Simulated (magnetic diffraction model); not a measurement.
# DyAl₆Co₁₂ below its ordering temperature

Space group R-3m (no. 166), a = 10.2750 Å, c = 8.0390 Å.

```csv
site,atom,x,y,z
3a,Dy,0,0,0
18g,Co,0.6309,0.6309,1/2
18h,Co,0.0901,0.1803,0.3567
18h,Al,0.8522,0.7044,0.3756
```

The compound is invented for this exercise: a known structure type with other elements, its cell scaled to their sizes and not relaxed.

Only Dy is taken to order (form factors of Dy3+); orders and moment sizes are assumed, and not adapted to the symmetry. Radiation: neutrons of λ = 2.52 Å (absorption by Dy left out), 3° to 80°; isotropic B of 0.17 Å² (Dy), 0.18 Å² (Co) and 0.24 Å² (Al). The intensities are simulated: I ∝ L Σ (|F_N|² + |F_M⊥|²) for unpolarised neutrons, with F_M = 2.695 fm/μB × Σ f(s) S exp(2πi Q·r) exp(−B s²) at Q = H ± k (one set where k and −k are equivalent), only the part normal to Q counting and L = 1/(sin²θ cos θ). For a modulated order the moment at position r is S exp(−2πi k·r) + c.c., with S = m/2 for a sine wave of amplitude m and S = m(u + iv)/2 for moments turning in a plane, u and v being orthogonal unit vectors in it; the phase factor of the sum at Q = H + k is then exp(2πi H·r). Form factors are spin-only for 3d ions and dipole or tabulated for f ions, scattering lengths are Sears's of 1992, and absorption is left out. A label names one of the reflections at its angle. The strongest nuclear line in the range is 100, and lines under 0.2 are left out.

Above the ordering temperature:

| 2θ (°) | index | I |
| --- | --- | --- |
| 24.39 | (1 0 1) | 30.4 |
| 28.39 | (1 1 0) | 12.2 |
| 37.77 | (0 2 1) | 15.7 |
| 40.24 | (0 1 2) | 30.9 |
| 47.92 | (2 1 1) | 88.1 |
| 49.98 | (2 0 2) | 6.3 |
| 50.27 | (3 0 0) | 19.7 |
| 56.10 | (0 0 3) | 19.5 |
| 58.48 | (1 2 2) | 57.4 |
| 58.75 | (2 2 0) | 34.6 |
| 64.06 | (1 1 3) | 57.2 |
| 64.56 | (1 3 1) | 100.0 |
| 71.98 | (4 0 1) | 7.6 |
| 73.61 | (3 1 2) | 55.2 |
| 78.64 | (3 0 3) | 4.0 |
| 79.11 | (3 2 1) | 0.2 |

Below it (cell unchanged):

```
2θ (°)      I
  9.38  198.8
 18.82   48.7
 20.36   51.3
 24.39   30.4
 24.98   39.6
 26.18   33.9
 28.39   12.2
 30.98   56.2
 34.29   24.1
 37.77   15.7
 37.80   13.5
 38.17   11.3
 39.00   34.5
 40.24   30.9
 41.41   11.8
 41.75   16.8
 42.52   13.4
 44.77   22.1
 45.82   24.4
 47.92   88.1
 48.25    6.9
 49.98    6.3
 50.27   19.7
 50.97   17.3
 51.26    8.8
 51.92    8.9
 53.87    7.4
 54.15    8.1
 54.79   18.5
 56.10   19.5
 56.67   14.1
 57.01    5.6
 57.55   16.5
 58.48   57.4
 58.75   34.6
 59.64    8.3
```
(The table stops after 36 lines; 27 more lie at higher angle.)

**Question.** Check that the new lines index with k = (1/3 1/3 0), then choose among these models:
A. moments turning in the plane of [010] and [001], 9.9 μB on Dy
B. moments turning in the plane of [100] and [001], 9.9 μB on Dy
C. a sine wave with moments along [001] (amplitudes given), 9.9 μB on Dy
D. a sine wave with moments along [010] (amplitudes given), 9.9 μB on Dy

The new lines index as (1/3 1/3 0) at 9.38°, (2/3 2/3 0) at 18.82°, (2/3 -1/3 1) at 20.36° and (5/3 -4/3 0) at 24.98°, that is as H ± k with k = (1/3 1/3 0), one of 3 inequivalent arms of its star (k and −k counted as one), which a powder can't tell apart. Satellites come in pairs about each point of the reciprocal lattice.

Magnetic intensity, observed (below minus above) and for each model:

| 2θ (°) | index | observed | A | B | C | D |
| --- | --- | --- | --- | --- | --- | --- |
| 9.38 | (1/3 1/3 0) | 198.8 | 198.8 | 198.8 | 113.6 | 85.2 |
| 18.82 | (2/3 2/3 0) | 48.7 | 48.7 | 48.7 | 27.9 | 20.9 |
| 20.36 | (2/3 -1/3 1) | 51.3 | 51.3 | 51.3 | 10.2 | 41.1 |
| 24.98 | (5/3 -4/3 0) | 39.6 | 39.6 | 39.6 | 31.2 | 8.4 |
| 26.18 | (-2/3 4/3 1) | 33.9 | 33.9 | 33.9 | 14.8 | 19.1 |
| 30.98 | (4/3 1/3 1) | 56.2 | 56.2 | 56.2 | 26.2 | 29.9 |
| 34.29 | (7/3 -2/3 0) | 24.1 | 24.1 | 24.1 | 16.2 | 8.0 |
| 39.00 | (5/3 2/3 1) | 34.5 | 34.5 | 34.5 | 19.3 | 15.2 |

Models A and B match alike on every line, so these data can't choose among them (such ties are often domains of one structure).

The structure used: k = (1/3 1/3 0), moments turning in the plane of [100] and [001], 9.9 μB on Dy.

[Logs are printed without paths, hosts, clocks, repeated set-up lines and the standing remarks that a program may print on its own settings, such as how far it seeks lower states.]
